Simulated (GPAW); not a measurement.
# CaO (Lime): optical spectrum from first principles

Wanted: where CaO (Lime) starts to absorb, how strongly, and its refractive index.

Calculated with GPAW 26.7.0; DFT, PBE, plane-wave PAW (GPAW data sets), scalar-relativistic, RPA, optical limit.

### 1. The starting structure

The structure is cubic, space group Fm-3m (No. 225). Conventional cell: a = 4.813 Å, b = 4.813 Å, c = 4.813 Å, α = 90.00°, β = 90.00°, γ = 90.00°. Nearest to Ca lie 6 O at 2.41 Å. Nearest to O lie 6 Ca at 2.41 Å. Farther neighbours and most contacts between anions are not listed.

As a file:

```cif
data_structure
_symmetry_space_group_name_H-M 'Fm-3m'
_symmetry_Int_Tables_number 225
_cell_length_a 4.8130
_cell_length_b 4.8130
_cell_length_c 4.8130
_cell_angle_alpha 90.000
_cell_angle_beta 90.000
_cell_angle_gamma 90.000
_cell_volume 111.49
loop_
_atom_site_label
_atom_site_type_symbol
_atom_site_symmetry_multiplicity
_atom_site_Wyckoff_symbol
_atom_site_fract_x
_atom_site_fract_y
_atom_site_fract_z
_atom_site_occupancy
Ca1 Ca 4 a 0.00000 0.00000 0.00000 1
O1 O 4 b 0.50000 0.00000 0.00000 1
```

### 2. Ground state

The self-consistent density comes first; it also tells whether there is a gap, which decides the occupations and the need for a Drude term.

This step: DFT, PBE, plane-wave PAW (GPAW data sets), scalar-relativistic, ground state (GPAW 26.7.0).

The input, gs.py:

```python
from ase import Atoms
from ase.dft.bandgap import bandgap
from gpaw import GPAW, PW, FermiDirac

atoms = Atoms(['Ca', 'O'],
              cell=[[0.000000000000, 2.406500000000, 2.406500000000],
                    [2.406500000000, 0.000000000000, 2.406500000000],
                    [2.406500000000, 2.406500000000, 0.000000000000]],
              scaled_positions=[[0.000000000000, 0.000000000000, 0.000000000000],
                                [0.500000000000, 0.500000000000, 0.500000000000]],
              pbc=[True, True, True])
atoms.calc = GPAW(mode=PW(500), xc='PBE', kpts={'size': (8, 8, 8), 'gamma': True},
                  occupations=FermiDirac(0.05), maxiter=150, txt='gs.txt')
print('energy (eV)', atoms.get_potential_energy())
print('Fermi level (eV)', atoms.calc.get_fermi_level())
print('valence electrons', atoms.calc.get_number_of_electrons())
print('gap (eV)', bandgap(atoms.calc, output=None)[0])
print('direct gap (eV)', bandgap(atoms.calc, direct=True, output=None)[0])
atoms.calc.write('gs.gpw')
```

Started as:

```
$ OMP_NUM_THREADS=1 python gs.py
```

Numbers of over 12 decimals in the logs are rounded to 6 here.

Log:

```text
__  _  _
 | _ |_)|_||  |
 |__||  | ||/\| - 26.7.0

Versions:
  Python: 3.12.14
  ASE:    3.29.0
  Numpy:  2.5.5
  Scipy:  1.18.1
  Libxc:  7.0.0

Input parameters:
  mode=PW(ecut=500.0),
  kpts=MonkhorstPack(size=(8, 8, 8), gamma=True),
  maxiter=150,
  occupations=Occupations(name='fermi-dirac', width=0.05, fixmagmom=False),
  xc=XC(name='PBE')

Diagonalizing LCAO Hamiltonian
Converting LCAO to pw mode

               O

       Ca

Atoms  # Å, Bohr magnetons
|   | symbol |        x |        y |        z |    initial magnetic moments |
| 0 |     Ca | 0.000000 | 0.000000 | 0.000000 | ( 0.0000,  0.0000,  0.0000) |
| 1 |      O | 2.406500 | 2.406500 | 2.406500 | ( 0.0000,  0.0000,  0.0000) |

Unit cell  # Å
| periodic |        x |        y |        z |  lengths |    angles |
|      yes | 0.000000 | 2.406500 | 2.406500 | 3.403305 | 60.000000 |
|      yes | 2.406500 | 0.000000 | 2.406500 | 3.403305 | 60.000000 |
|      yes | 2.406500 | 2.406500 | 0.000000 | 3.403305 | 60.000000 |

Number of symmetries: 48
Symmetry operations  # r_c * U_cc + t_c -> r_c
|    | kind |            matrix            |
|  0 |  σ   |  1, 0, 0,  1, 0,-1,  1,-1, 0 |
|  1 |  C2  |  1, 0, 0,  1,-1, 0,  1, 0,-1 |
|  2 |  E   |  1, 0, 0,  0, 1, 0,  0, 0, 1 |
|  3 |  σ   |  1, 0, 0,  0, 0, 1,  0, 1, 0 |
|  4 |  C4  |  1, 0,-1,  1, 0, 0,  1,-1, 0 |
|  5 |  S6  |  1, 0,-1,  1,-1, 0,  1, 0, 0 |
|  6 |  σ   |  1, 0,-1,  0, 1,-1,  0, 0,-1 |
|  7 |  C3  |  1, 0,-1,  0, 0,-1,  0, 1,-1 |
|  8 |  S6  |  1,-1, 0,  1, 0, 0,  1, 0,-1 |
|  9 |  C4  |  1,-1, 0,  1, 0,-1,  1, 0, 0 |
| 10 |  C3  |  1,-1, 0,  0,-1, 1,  0,-1, 0 |
| 11 |  σ   |  1,-1, 0,  0,-1, 0,  0,-1, 1 |
| 12 |  σ   |  0, 1, 0,  1, 0, 0,  0, 0, 1 |
| 13 |  C4  |  0, 1, 0,  0, 1,-1, -1, 1, 0 |
| 14 |  C3  |  0, 1, 0,  0, 0, 1,  1, 0, 0 |
| 15 |  S6  |  0, 1, 0, -1, 1, 0,  0, 1,-1 |
| 16 |  C2  |  0, 1,-1,  1, 0,-1,  0, 0,-1 |
| 17 |  σ   |  0, 1,-1,  0, 1, 0, -1, 1, 0 |
| 18 |  S4  |  0, 1,-1,  0, 0,-1,  1, 0,-1 |
| 19 |  C4  |  0, 1,-1, -1, 1, 0,  0, 1, 0 |
| 20 |  C3  |  0, 0, 1,  1, 0, 0,  0, 1, 0 |
| 21 |  σ   |  0, 0, 1,  0, 1, 0,  1, 0, 0 |
| 22 |  S6  |  0, 0, 1,  0,-1, 1, -1, 0, 1 |
| 23 |  C4  |  0, 0, 1, -1, 0, 1,  0,-1, 1 |
| 24 |  S4  |  0, 0,-1,  1, 0,-1,  0, 1,-1 |
| 25 |  C3  |  0, 0,-1,  0, 1,-1,  1, 0,-1 |
| 26 |  C2  |  0, 0,-1,  0,-1, 0, -1, 0, 0 |
| 27 |  S6  |  0, 0,-1, -1, 0, 0,  0,-1, 0 |
| 28 |  S4  |  0,-1, 1,  1,-1, 0,  0,-1, 0 |
| 29 |  C4  |  0,-1, 1,  0, 0, 1, -1, 0, 1 |
| 30 |  C2  |  0,-1, 1,  0,-1, 0,  1,-1, 0 |
| 31 |  σ   |  0,-1, 1, -1, 0, 1,  0, 0, 1 |
| 32 |  C3  |  0,-1, 0,  1,-1, 0,  0,-1, 1 |
| 33 |  S6  |  0,-1, 0,  0, 0,-1, -1, 0, 0 |
| 34 |  S4  |  0,-1, 0,  0,-1, 1,  1,-1, 0 |
| 35 |  C2  |  0,-1, 0, -1, 0, 0,  0, 0,-1 |
| 36 |  C2  | -1, 1, 0,  0, 1, 0,  0, 1,-1 |
| 37 |  S6  | -1, 1, 0,  0, 1,-1,  0, 1, 0 |
| 38 |  S4  | -1, 1, 0, -1, 0, 1, -1, 0, 0 |
| 39 |  C3  | -1, 1, 0, -1, 0, 0, -1, 0, 1 |
| 40 |  S6  | -1, 0, 1,  0, 0, 1,  0,-1, 1 |
| 41 |  C2  | -1, 0, 1,  0,-1, 1,  0, 0, 1 |
| 42 |  C3  | -1, 0, 1, -1, 1, 0, -1, 0, 0 |
| 43 |  S4  | -1, 0, 1, -1, 0, 0, -1, 1, 0 |
| 44 |  C2  | -1, 0, 0,  0, 0,-1,  0,-1, 0 |
| 45 |  i   | -1, 0, 0,  0,-1, 0,  0, 0,-1 |
| 46 |  σ   | -1, 0, 0, -1, 1, 0, -1, 0, 1 |
| 47 |  C2  | -1, 0, 0, -1, 0, 1, -1, 1, 0 |

BZ-sampling:
  Number of BZ points: 512
  Number of IBZ points: 29

  Monkhorst-Pack size: [8, 8, 8]
  Monkhorst-Pack shift: [0.0625, 0.0625, 0.0625]

K-points  # in reciprocal-cell coordinates
|     |                                coordinates |     weight |
|   0 | (  0.00000000,   0.00000000,   0.00000000) | 0.00195312 |
|   1 | (  0.12500000,   0.12500000,   0.00000000) | 0.01171875 |
|   2 | (  0.12500000,   0.12500000,   0.12500000) | 0.01562500 |
|   3 | (  0.25000000,   0.12500000,   0.12500000) | 0.02343750 |
|   4 | (  0.25000000,   0.25000000,   0.00000000) | 0.01171875 |
|   5 | (  0.25000000,   0.25000000,   0.12500000) | 0.04687500 |
|   6 | (  0.25000000,   0.25000000,   0.25000000) | 0.01562500 |
|   7 | (  0.37500000,   0.25000000,  -0.37500000) | 0.04687500 |
|   8 | (  0.37500000,   0.25000000,   0.12500000) | 0.04687500 |
|   9 | (  0.37500000,   0.25000000,   0.25000000) | 0.04687500 |
| ... |                                            |            |
|  28 | (  0.50000000,   0.50000000,   0.50000000) | 0.00781250 |

Plane wave coefficients: 725
Cutoff: 500.0 eV

Spin-components: 1 (collinear spins)
Bands:           9
Projectors:      10
Spin-degeneracy: 2
Datatype:        complex128

Parallelization:
  kpt:    1
  domain: 1
  band:   1

Density:
  Valence electrons: 16.0
  Components: 1
  Grid points: [18 18 18]
  Charge: 0.0  # |e|

Potential:
  Grid points: [18 18 18]

species:
  Ca:
    name:    Calcium
    id:
    Z:       20.0
    valence: 10
    core:    10
    charge:  0.0  # [|e|]
    compensation charges:
      type: gauss
      rc: 0.37  # [Å]
      lmax: 2
    cutoffs:
      filter: 2.10  # [Å]
      core: 1.17  # [Å]
    projectors
    | kind |    occ | energy [eV] | rcut [Å] |
    |   3s |  2.000 |     -47.086 |    1.175 |
    |   4s |  2.000 |      -3.766 |    1.175 |
    |   3p |  6.000 |     -28.008 |    1.154 |
    |    p |        |      -0.797 |    1.154 |
    |    d |        |       0.000 |    0.937 |

    Using partial waves for Ca as LCAO basis

  O:
    name:    Oxygen
    id:
    Z:       8.0
    valence: 6
    core:    2
    charge:  0.0  # [|e|]
    compensation charges:
      type: gauss
      rc: 0.21  # [Å]
      lmax: 2
    cutoffs:
      filter: 1.17  # [Å]
      core: 0.83  # [Å]
    projectors
    | kind |    occ | energy [eV] | rcut [Å] |
    |   2s |  2.000 |     -23.961 |    0.688 |
    |   2p |  4.000 |      -9.029 |    0.598 |
    |    s |        |       3.251 |    0.688 |
    |    p |        |      18.182 |    0.598 |
    |    d |        |       0.000 |    0.619 |

    Using partial waves for O as LCAO basis

Reference energy: -20551.721533  # eV

eigensolver:
  PPCG
  Converge bands: occupied
  niter=2

density mixing:
  MSR1-Mixer
  Pratt-step length: 0.05
  Maximum mixing coefficient: 0.75
  Old densities: 10
  SVD Regularization: 0.005
  Good broyden scale: 1.0
  Trust region scale: 1.0
  Backstep threshold: 4.0
  History deletion threshold: 6.0
  Fourier metric: weight=20.0, sigma=0.015

occupation numbers:
  Fermi-Dirac:
    width: 0.0500  # eV

poisson solver:
  ecut: 4000.0  # eV

xc functional:
  name: PBE with 2 nearest neighbor stencil

convergence criteria:
- Maximum [total energy] change in last 3 cyles: 0.0005 eV / valence electron
- Maximum integral of absolute [dens]ity change: 0.0001 electrons / valence electron
- Maximum integral of absolute [eigenst]ate change: 4e-08 eV^2 / valence electron
maximum number of iterations: 150

SCF iterations
|iter     |      energy | eigst |  dens |
|iter:   1||  -13.750239 | +0.34 |       |
|iter:   2||  -13.426912 | -1.24 | -0.96 |
|iter:   3||  -12.693345 | -0.39 | -1.02 |
|iter:   4||  -12.673952 | -1.71 | -1.46 |
|iter:   5||  -12.683022 | -3.01 | -1.73 |
|iter:   6||  -12.683195 | -3.63 | -2.53 |
|iter:   7||  -12.683259c| -4.60 | -3.18 |
|iter:   8||  -12.683254c| -5.75 | -3.69 |
|iter:   9||  -12.683253c| -6.51 | -4.31c|
|iter:  10||  -12.683253c| -8.06c| -4.90c|

Converged in 10 steps
SCF loop duration: 4.951 s (0.495 s/step)
Energy contributions relative to reference atoms: (reference = -20551.721533)

Energy contributions:
  Kinetic:          11.581672
  Coulomb:          -8.465246
  Zero:             -0.600447
  External:          0.000000
  Xc:              -15.199232
  Entropy:          -0.000000
  Spinorbit:         0.000000
  ----------------------------
  Free energy:     -12.683253
  Extrapolated:    -12.683253

dipole moment: (-15.858393, -15.858393, -15.858393)  # |e|*Ang

Fermi level: 5.871
Eigenvalues  # (at kpt = [0.000, 0.000, 0.000])
| band index |      eig [eV] | occ [0-2] |
|          0 |       -32.890 |     2.000 |
|          1 |       -13.688 |     2.000 |
|          2 |       -13.688 |     2.000 |
|          3 |       -13.688 |     2.000 |
|          4 |       -10.793 |     2.000 |
|          5 |         4.745 |     2.000 |
|          6 |         4.745 |     2.000 |
|          7 |         4.745 |     2.000 |
|          8 |         9.434 |     0.000 |

Gap: 3.694 eV
Transition (v -> c):
  (s=0, k=0, n=7, [0.00, 0.00, 0.00]) -> (s=0, k=24, n=8, [0.50, 0.50, 0.00])
Direct/indirect transitions are different
Direct gap: 4.069 eV
Transition at: (s=0, k=24, n=7, [0.50, 0.50, 0.00])

--- standard output ---
energy (eV) -12.683253
Fermi level (eV) 5.871160
valence electrons 16.0
gap (eV) 3.693973
direct gap (eV) 4.069350
```

The job ended after 6.7 s (1 thread of Arm Neoverse V1, shared host; peak memory 0.13 GiB).

Numbers from this step:

```
energy                 : -12.68 eV
Fermi energy           : 5.871 eV
gap on the k-mesh      : 3.694 eV
direct gap on the mesh : 4.069 eV
electrons              : 16
```

There is a gap, 3.69 eV on this mesh (points off the mesh can give less), so no carriers' term is needed.

### 3. Bands for the response

The response needs many more empty bands than the density does.

This step: DFT, PBE, plane-wave PAW (GPAW data sets), scalar-relativistic, bands at fixed density (GPAW 26.7.0).

The input, nscf.py:

```python
from ase.dft.bandgap import bandgap
from gpaw import GPAW, FermiDirac

calc = GPAW('gs.gpw').fixed_density(kpts={'size': (12, 12, 12), 'gamma': True}, nbands=30, convergence={'bands': 24},
                                    occupations=FermiDirac(0.001), txt='nscf.txt')
print('gap (eV)', bandgap(calc, output=None)[0])
print('direct gap (eV)', bandgap(calc, direct=True, output=None)[0])
print('top band over the Fermi level (eV)', min(calc.get_eigenvalues(kpt=k)[23] for k in range(len(calc.get_ibz_k_points()))) - calc.get_fermi_level())
calc.write('full.gpw', mode='all')
```

Started as:

```
$ OMP_NUM_THREADS=1 python nscf.py
```

Log:

```text
Diagonalizing LCAO Hamiltonian
Converting LCAO to pw mode
convergence criteria:
- Maximum integral of absolute [eigenst]ate change: 4e-08 eV^2 / valence electron
maximum number of iterations: 150

SCF iterations
|iter     |      energy | eigst |  dens |
|iter:   1||             | +3.34 |       |
|iter:   2||             | +1.33 |       |
|iter:   3||             | -1.29 |       |
|iter:   4||             | -2.99 |       |
|iter:   5||             | -5.07 |       |
|iter:   6||             | -6.56 |       |
|iter:   7||             | -7.71c|       |
SCF steps: 7
  __  _  _
 | _ |_)|_||  |
 |__||  | ||/\| - 26.7.0

Versions:
  Python: 3.12.14
  ASE:    3.29.0
  Numpy:  2.5.5
  Scipy:  1.18.1
  Libxc:  7.0.0

Input parameters:
  mode=PW(ecut=500.0),
  convergence={'bands': 24},
  gpts=array([18, 18, 18]),
  kpts=MonkhorstPack(size=(12, 12, 12), gamma=True),
  maxiter=150,
  nbands=30,
  occupations=Occupations(name='fermi-dirac', width=0.001, fixmagmom=False),
  parallel={},
  xc=XC(name='PBE')

--- standard output ---
gap (eV) 3.693897
direct gap (eV) 4.069274
top band over the Fermi level (eV) 26.859134
```

Wall time 25 s (1 thread); peak memory 0.17 GiB.

[end of part 1 of 2]

[Machine, clock and banner lines and Python warnings are left out of the logs.]

[Logs are printed without paths, hosts, clocks, repeated set-up lines and the standing remarks that a program may print on its own settings, such as how far it seeks lower states.]

[Hosts, paths, dates, database ids (printed as entryN), source tags and the programs' standing remarks are cut or masked in the printed files.]
